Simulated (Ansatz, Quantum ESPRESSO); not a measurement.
# CaO (Lime): third-order response, part 3 of 3

Which lines does CaO (Lime) show in Raman and infrared spectra?

Quantum ESPRESSO 8.0 development, patched; DFT LDA, scalar-relativistic, plane waves, PseudoDojo norm-conserving pseudopotentials.

So far. Step 5 (Zone-centre response): The acoustic modes at Γ come out as far as 1.1 cm⁻¹ from zero, where they should vanish, a small numerical error; the Born charges miss their sum rule by 3.5e-4 e, which is good. Step 6 (Zone-centre analysis): The rule moves no optical mode by more than 0.1 cm⁻¹. The relaxed cell has a = 4.704 Å (conventional setting).

## Step 8: Sum rules set otherwise: a sum rule for molecules or wires on a crystal

This rule also removes rotations, which suits molecules and not a crystal; it is tried to see the harm.

Input file dynmat.in:

```
&INPUT
  fildyn = 'g.dyn'
  asr    = 'zero-dim'
  fileig = 'dynmat.eig'
  lperm  = .true.
/
```

Command:

```console
$ dynmat.x -in dynmat.in > dynmat.out
```

The program printed:

```text
[banner, memory and clock lines left out]
Program DYNMAT v.8.0dev

     Reading Dynamical Matrix from file g.dyn
     ...Force constants read
     ...epsilon and Z* read
     ...Raman cross sections read
     Warning: this looks like a crystal, not a molecule in a box: use asr = 'crystal'
     Acoustic Sum Rule: || Z*(ASR) - Z*(orig)|| =    4.273618E-04
     Acoustic Sum Rule: ||dyn(ASR) - dyn(orig)||=    2.071451E-01
     Message from routine dynmat:
     WARNING: the charges keep any dipole. Ignore the strengths of the modes set to zero; with q typed a rigid rotation may get a frequency
     A direction for q was not specified:TO-LO splitting will be absent

     Polarizability (A^3 units)
     multiply by 0.511016 for Clausius-Mossotti correction (not under assume_isolated = 'mt')
         5.944952    0.000000   -0.000000
         0.000000    5.944952   -0.000000
         0.000000    0.000000    5.944952

     IR activities are in (D/A)^2/amu units

# mode   [cm-1]    [THz]      IR
    1     -0.00   -0.0000    2.0486
    2     -0.00   -0.0000    2.6196
    3      0.00    0.0000    0.0501
    4      0.00    0.0000    8.7180
    5      0.00    0.0000    9.3966
    6    290.90    8.7210   11.4165

Electronic dielectric permittivity tensor (relative, adimensional)
         3.870661    0.000000   -0.000000
         0.000000    3.870661   -0.000000
         0.000000    0.000000    3.870661

 ... with zone-center polar mode contributions
         7.556138   -3.685477   -3.685477
        -3.685477    7.556138    3.685477
        -3.685477    3.685477    7.556138
```

It took 0.58 s on 1 thread of Intel Xeon Platinum 8375C at 2.90GHz (Ice Lake), shared host.

The run ended normally, but on settings that are not sound.

The fault: a sum rule for molecules or wires on a crystal; 2 optical modes are projected out to zero frequency, as if they were rotations, and the static dielectric tensor is spoilt.

For a crystal the rule has to be 'simple' or 'crystal'.

Zone-centre frequencies as printed; negative means imaginary. Modes:

```csv
mode,frequency (cm⁻¹)
1,0
2,0
3,0
4,0
5,0
6,290.9
```

## Step 9: Modes along a direction of q (1 0 0)

A longitudinal polar mode sets up a macroscopic field that stiffens it; the term hangs on the direction from which q goes to zero.

Input file dynmat.in:

```
&INPUT
  fildyn = 'g.dyn'
  asr    = 'simple'
  fileig = 'dynmat.eig'
  q(1)   = 1.0
  q(2)   = 0.0
  q(3)   = 0.0
/
```

Command:

```console
$ dynmat.x -in dynmat.in > dynmat.out
```

The program printed:

```text
[banner, memory and clock lines left out]
Program DYNMAT v.8.0dev

     Reading Dynamical Matrix from file g.dyn
     ...Force constants read
     ...epsilon and Z* read
     ...Raman cross sections read

     Polarizability (A^3 units)
     multiply by 0.511016 for Clausius-Mossotti correction (not under assume_isolated = 'mt')
         5.944952    0.000000   -0.000000
         0.000000    5.944952   -0.000000
         0.000000    0.000000    5.944952

     IR activities are in (D/A)^2/amu units

# mode   [cm-1]    [THz]      IR
    1     -0.00   -0.0000    0.0000
    2     -0.00   -0.0000    0.0000
    3      0.00    0.0000    0.0000
    4    290.90    8.7211   11.4165
    5    290.90    8.7211   11.4165
    6    571.27   17.1263   11.4165
```

Elapsed: 0.58 s, on 1 thread.

Read from the output:

```
highest mode moved by the LO-TO term : 571.3 cm⁻¹
```

Zone-centre frequencies as printed; negative means imaginary. Modes:

```csv
mode,frequency (cm⁻¹)
1,0
2,0
3,0
4,290.9
5,290.9
6,571.3
```

The field moves one mode, from 291 to 571 cm⁻¹; the others stay.

## Step 10: A second program

A second program on the same cell, potentials, cutoff and meshes tests the implementation of the phonon response, not its convergence. Its field response is summed in its own way. Its k mesh is centred on Γ.

This step: DFT LDA, scalar-relativistic, plane waves, PseudoDojo norm-conserving pseudopotentials (Ansatz 0.2.0).

Input file input.yaml:

```yaml
crystal:
  lattice:
    - [-2.3520618325, 0.0, 2.3520618325]
    - [0.0, 2.3520618325, 2.3520618325]
    - [-2.3520618325, 2.3520618325, 0.0]
  atoms:
    - { symbol: Ca, position: [0.0, 0.0, 0.0] }
    - { symbol: O, position: [0.5, 0.5, 0.5] }
kpoints:
  mp_grid: { grid: [8, 8, 8] }
hamiltonian:
  xc: lda
  pseudopotentials: { kind: nc, accuracy: standard }
scf:
  occupations: { method: fixed }
output:
  eigenvalues: true
basis:
  ecutwfc: 1142.878
phonons:
  method: dfpt
  dielectric: true
  rigid_motions: translations
  raman: true
```

Command:

```console
$ ansatz run input.yaml --threads 2 --pin off --max-ram 4096MiB --backend cpu --events-out ev --progress --plain --runs-dir out
```

The program printed:

```text
Warning: basis.ecutwfc = 1142.878 eV is below the records' recommended 1142.878222 eV, and the density's cutoff is lower with it unless basis.ecutrho_ratio is high enough to keep the records' density cutoff: compare with a run at a higher cutoff
Engine: ansatz 0.2.0, x86_64-unknown-linux-gnu
Pseudopotentials: kind: nc
Pseudopotential: Ca, nc, valence charge 10, recommended cutoff 979.609905 eV (normal), Ca.nc.azcp (PseudoDojo's, or run here from an input of PseudoDojo's; its table is named by hamiltonian.pseudopotentials.accuracy)
Pseudopotential: O, nc, valence charge 6, recommended cutoff 1142.878222 eV (normal), O.nc.azcp (PseudoDojo's, or run here from an input of PseudoDojo's; its table is named by hamiltonian.pseudopotentials.accuracy)
Functional definition: SPW92
  exchange = slater_x
  correlation = pw_c
Crystal: 2 atoms, lattice volume = 26.024 Å³
Basis set: ecut = 1142.878 eV, 2277 PW (Γ), exchange–correlation on 80×80×80 points (8 copies of the dense FFT grid, shifted against one another)
Bands: 12, of which v1, the nominal top of the filled ones, is band 8 counted from 1 (7 counted from 0)
Symmetry: 48 space group operations
k-points: 59 of 512 (irreducible under 8 space group operations, time reversal used)
Non-local potential: Ca, projectors of the file, l = 0: 2, l = 1: 2, l = 2: 2
Non-local potential: O, projectors of the file, l = 0: 2, l = 1: 2, l = 2: 1
Initial density: superposition of atomic densities (chi_scale 0.1, normalization cell, long waves kept (reshape's long-wave potential 0.00 eV rms))
Initial wavefunctions: pseudopotential atomic-orbital guess
Functional: x = slater, c = lda
SCF iter   1: F=—  HF=-1506.468971 eV  |F-HF|=—  |Δ(HF+E_count)|=         —  Δρ=1.05e-1  dr2=2.58e0  ethr=3.10e-3  ⟨swp⟩=5.2  Hψ=4585  notcnv=0  defer=45
preconditioner: auto → none  [insulator: Δε(μ)=2.000 eV  Ē_g=17.706 eV  n_scr=8 (ndim 8)  ℏωp=27.2 eV  f_vac=0.000  ε∞_Penn≈3.4]
SCF iter   2: F=—  HF=-1506.095952 eV  |F-HF|=—  |Δ(HF+E_count)|=   3.73e-1  Δρ=8.06e-2  dr2=1.59e0  ethr=3.10e-3  ⟨swp⟩=3.1  Hψ=2095  notcnv=0  defer=57
SCF iter   3: F=—  HF=-1505.717807 eV  |F-HF|=—  |Δ(HF+E_count)|=   3.78e-1  Δρ=1.70e-2  dr2=5.53e-2  ethr=3.10e-3  ⟨swp⟩=3.1  Hψ=1225  notcnv=0  defer=101
SCF iter   4: F=—  HF=-1505.708102 eV  |F-HF|=—  |Δ(HF+E_count)|=   9.70e-3  Δρ=4.90e-3  dr2=3.47e-3  ethr=3.46e-4  ⟨swp⟩=3.8  Hψ=1517  notcnv=0  defer=114
SCF iter   5: F=—  HF=-1505.707828 eV  |F-HF|=—  |Δ(HF+E_count)|=   2.74e-4  Δρ=3.98e-4  dr2=2.34e-5  ethr=2.17e-5  ⟨swp⟩=3.4  Hψ=1073  notcnv=0  defer=114
SCF iter   6: F=—  HF=-1505.707837 eV  |F-HF|=—  |Δ(HF+E_count)|=   9.23e-6  Δρ=1.40e-4  dr2=3.62e-6  ethr=1.46e-7  ⟨swp⟩=2.4  Hψ=1158  notcnv=0  defer=105
SCF iter   7: F=—  HF=-1505.707838 eV  |F-HF|=—  |Δ(HF+E_count)|=   1.63e-6  Δρ=5.58e-5  dr2=6.89e-7  ethr=2.26e-8  ⟨swp⟩=2.4  Hψ=1172  notcnv=0  defer=19
SCF iter   8: F=—  HF=-1505.707837 eV  |F-HF|=—  |Δ(HF+E_count)|=   1.05e-6  Δρ=1.65e-5  dr2=6.38e-8  ethr=4.31e-9  ⟨swp⟩=2.6  Hψ=1118  notcnv=0  defer=9
SCF iter   9: F=—  HF=-1505.707837 eV  |F-HF|=—  |Δ(HF+E_count)|=   1.68e-8  Δρ=2.47e-6  dr2=1.30e-9  ethr=3.98e-10  ⟨swp⟩=2.8  Hψ=1109  notcnv=0  defer=9
SCF iter  10: F=-1505.707837 eV  HF=-1505.707837 eV  |F-HF|=9.55e-12  |Δ(HF+E_count)|=  3.31e-10  Δρ=2.81e-7  dr2=1.13e-11  ethr=1.00e-12  ⟨swp⟩=10.2  Hψ=5557  notcnv=0
SCF 1 converged in 10 iterations: F = -1505.707837 eV  dr2 = 1.13e-11
DFPT response loops at Γ: preconditioner auto → none (the input reference at scf.mixing.eps_inf says where Resta's filter doesn't serve); β = 0.50; Broyden in place of MSR1
── the response to a field inside a basis, on 8×8×8 k-points: an SCF that follows is theirs, and a resumed run solves both again ──
Bands: 9, of which v1, the nominal top of the filled ones, is band 8 counted from 1 (7 counted from 0)
k-points: 60 of 512 (irreducible under 12 space group operations)
Initial density: handed on by an earlier stage of this run
Initial wavefunctions: pseudopotential atomic-orbital guess (no wavefunctions were taken with the density)
Eigensolver: Dense (60 Hₖ)
SCF iter   1: F=—  HF=-1505.705919 eV  |F-HF|=—  |Δ(HF+E_count)|=         —  Δρ=6.40e-5  dr2=1.27e-7  ethr=1.00e-1
preconditioner: auto → none  [insulator: Δε(μ)=3.666 eV  Ē_g=16.149 eV  n_scr=8 (ndim 8)  ℏωp=27.2 eV  f_vac=0.000  ε∞_Penn≈3.8]
SCF iter   2: F=—  HF=-1505.705920 eV  |F-HF|=—  |Δ(HF+E_count)|=   2.13e-7  Δρ=3.22e-5  dr2=4.51e-8  ethr=7.93e-10
SCF iter   3: F=—  HF=-1505.705920 eV  |F-HF|=—  |Δ(HF+E_count)|=   5.85e-8  Δρ=1.79e-5  dr2=2.87e-8  ethr=2.82e-10
SCF iter   4: F=-1505.705920 eV  HF=-1505.705920 eV  |F-HF|=1.82e-12  |Δ(HF+E_count)|=   1.02e-8  Δρ=6.39e-7  dr2=3.54e-11  ethr=1.79e-10
SCF 1 converged in 4 iterations: F = -1505.705920 eV  dr2 = 3.54e-11
DFPT response loops at Γ: mixed as the last ones told, above
DFPT response loops at Γ: mixed as the last ones told, above
SCF converged after 10 iterations
Free energy (F): -1505.707837 eV
Harris-Foulkes:  -1505.707837 eV  (|F-HF|=9.55e-12)
Internal energy: -1505.707837 eV  (E = F + TS)
E sigma→0 (E₀):  -1505.707837 eV
Fermi energy:    8.126041 eV
--- Per-component energies (eV) ---
  E_band       = -89.338623
  E_kinetic    = 666.968766
  E_local      = -986.151187  (includes V_loc(G=0)·N_el)
  E_nonlocal   = 13.126872
  E_hartree    = 267.982168
  E_xc         = -313.138352
  E_vxc        = -319.247445  (∫ρ·V_xc dr)
  E_ewald      = -1154.496104
  E_smearing   = -0.000000  (= −TS)
  E_closure    = 0.000000  (closes the sum)
  Σ components = -1505.707837   (vs F -1505.707837, Δ=0.00e0)
--- Band table (eV; the first three rows and the last of 59) ---
  k-point 0: bands = [... 4 lower, -7.1544, 8.1260, 8.1260, 8.1260, 13.2583, 14.4029, 14.4029, 14.4029]
  k-point 1: bands = [... 4 lower, -6.8488, 7.5600, 7.8865, 7.8865, 13.9477, 14.3677, 14.6940, 14.6940]
  k-point 2: bands = [... 4 lower, -6.2723, 6.4849, 7.3790, 7.3790, 14.4574, 15.4299, 15.4615, 15.4615]
  k-point 58: bands = [... 4 lower, -6.9143, 6.8588, 7.7694, 7.7694, 11.5805, 16.6504, 17.3770, 18.1012]
--- Phonons (Γ-DFPT): 2 representative perturbations + reference, on 59 of 512 k-points (Σ response iterations 6) ---
  k mesh reduced under 8 symmetry operations, with k and −k counted as one. Each operation leaves every solved perturbation unchanged. A smaller set is not considered because the run solves the response to a homogeneous field
  ASR residual: 4.314e-4 → 0.000e0 eV/Å²; symmetrization residual: 3.182e-7 eV/Å²
  ASR residual per site (eV/Å²): 2.40e-4 4.31e-4
  Γ frequencies (cm⁻¹): 0.00 0.00 0.00 290.93 290.93 290.93
  ε∞ (high-frequency dielectric tensor):
        3.868549    -0.000000     0.000000
       -0.000000     3.868549    -0.000000
        0.000000    -0.000000     3.868549
  ε⁰ (static dielectric tensor: ions relaxed, cell fixed):
       14.915931     0.000000     0.000000
        0.000000    14.915931     0.000000
        0.000000     0.000000    14.915931
  ε⁰ − ε∞ (ionic part):
       11.047382     0.000000     0.000000
        0.000000    11.047382     0.000000
        0.000000     0.000000    11.047382
  softest optical mode at Γ: 290.93 cm⁻¹; the repairs (sum rule, projections) moved no ω² at Γ by more than (2.71 cm⁻¹)²
  Born effective charges Z* (e; rows j = field, columns β = displacement):
    site 0:
         2.37796    0.00000   -0.00000
         0.00000    2.37796   -0.00000
         0.00000   -0.00000    2.37796
    site 1:
        -2.37796   -0.00000    0.00000
        -0.00000   -2.37796    0.00000
        -0.00000    0.00000   -2.37796
  Z* charge neutrality: 4.495e-4 e pre-enforcement
  solved inside a basis spanned on kpoints, on 8×8×8 k-points: ε∞ is read to err by 9.0e-3, Z* by 1.1e-2 e (field_mesh: kpoints solves on kpoints); Z* is corrected for what the basis lacks
  Raman tensors (in the event stream and the table raman_tensors.tsv): an entry may err by 3.5e-4 Å², one of the second-order susceptibility by 1.5e-20 pm/V (basis, points and sum rule); their sum over the sites missed zero by 1.694e-21 Å² ahead of its enforcement
  optical modes at Γ without the LO–TO term, one row a degenerate level:
      ω (cm⁻¹)  modes    IR ((D/Å)²/amu)  static Raman (Å⁴/amu)  depolarisation
        290.93      3            34.2279                 0.0000               —
  optical modes at Γ + LO–TO along q̂ = [1.0000, 0.0000, 0.0000]:
      ω (cm⁻¹)  modes    IR ((D/Å)²/amu)  static Raman (Å⁴/amu)  depolarisation
        290.93      2            22.8186                 0.0000               —
        571.27      1            11.4093                 0.0000               —
  optical modes at Γ + LO–TO along q̂ = [0.0000, 1.0000, 0.0000]:
      ω (cm⁻¹)  modes    IR ((D/Å)²/amu)  static Raman (Å⁴/amu)  depolarisation
        290.93      2            22.8186                 0.0000               —
        571.27      1            11.4093                 0.0000               —
  optical modes at Γ + LO–TO along q̂ = [0.0000, 0.0000, 1.0000]:
      ω (cm⁻¹)  modes    IR ((D/Å)²/amu)  static Raman (Å⁴/amu)  depolarisation
        290.93      2            22.8186                 0.0000               —
        571.27      1            11.4093                 0.0000               —
```

Run time: 62 s. Hardware: 2 threads; peak memory 0.72 GiB.

Read from the output:

* sum-rule residual before enforcement: 4.31e-4 eV/Å²
* miss of the charge sum rule: 4.49e-4 e
* estimated error of the dielectric tensor: 0.009036
* estimated error of the Born charges: 0.01065 e
* mean high-frequency dielectric constant: 3.869
* largest Born charge in size (third of the trace): 2.378 e
* mean static dielectric constant: 14.92

Transverse modes. Lines of the infrared spectrum (strongest = 100):

```csv
position (cm⁻¹),label,"IR intensity ((D/Å)²/amu), degenerate modes summed, relative"
291,T1u,100
```

## Step 11: Side by side: QE PseudoDojo and Ansatz, PseudoDojo

Worked out from the results:

```
root-mean-square difference : 0.03 cm⁻¹
largest difference          : 0.03 cm⁻¹
```

Frequencies side by side, by row:

```csv
q (reciprocal lattice),mode,QE PseudoDojo (cm⁻¹),"Ansatz, PseudoDojo (cm⁻¹)"
0 0 0,1,0,0
0 0 0,2,0,0
0 0 0,3,0,0
0 0 0,4,290.9,290.9
0 0 0,5,290.9,290.9
0 0 0,6,290.9,290.9
```

The two runs side by side. Further quantities:

```csv
quantity,QE PseudoDojo,"Ansatz, PseudoDojo"
mean ε∞,3.871,3.868
"largest Born charge in size (e; the first before, the second after the charge sum rule)",2.379,2.378
summed IR intensity ((D/Å)²/amu),34.25,34.23
```

At the zone centre the largest difference (acoustic modes at Γ apart) is 0.01 % of the highest mode.

## Step 12: Results

| Item | Value |
| --- | --- |
| space group after relaxation | Fm-3m |
| volume per atom | 13.0 Å³ |
| gap on the k-mesh | 3.45 eV |
| highest optical zone-centre mode (no LO-TO term) | 290.9 cm⁻¹ |
| highest mode moved by the LO-TO term | 571.3 cm⁻¹ |
| mean high-frequency dielectric constant | 3.87 |
| largest Born charge in size (third of the trace) | 2.38 e |
| mean static dielectric constant | 14.9 |
| imaginary optical modes at the zone centre (no q mesh in this session) | none |
| largest difference from Ansatz, PseudoDojo | 0.03 cm⁻¹ |

**Reading.** No mode is Raman active in this structure; the strongest infrared line lies at 291 cm⁻¹. At the LDA level the optical modes of CaO (Lime) at the zone centre (no LO-TO term) lie at 291 cm⁻¹. Along the directions run, the highest mode that the macroscopic field moves lies at 571 cm⁻¹. Lattice motion raises the mean dielectric constant from 3.871 to 14.93. The Born charge of O is -2.379 e against a formal charge of -2, somewhat above it. The Lyddane-Sachs-Teller relation holds: (ωLO/ωTO)² is 3.86 and ε₀/ε∞ is 3.86. QE PseudoDojo and Ansatz, PseudoDojo agree to 0.03 cm⁻¹ (0.01 % of the highest mode compared) on all solved modes but the acoustic ones at Γ, without the LO-TO term. These are harmonic frequencies at zero temperature: anharmonic shifts and linewidths and thermal expansion are left out. The build is a development version in which the Raman tensors of release 7.5 are mended; dynmat.x leaves out the electro-optic term of LO lines.

[Host names and launcher messages were left out of these logs when they were recorded.]

[Logs are printed without paths, hosts, clocks, repeated set-up lines and the standing remarks that a program may print on its own settings, such as how far it seeks lower states.]

[Hosts, paths, dates, database ids (printed as entryN), source tags and the programs' standing remarks are cut or masked in the printed files.]
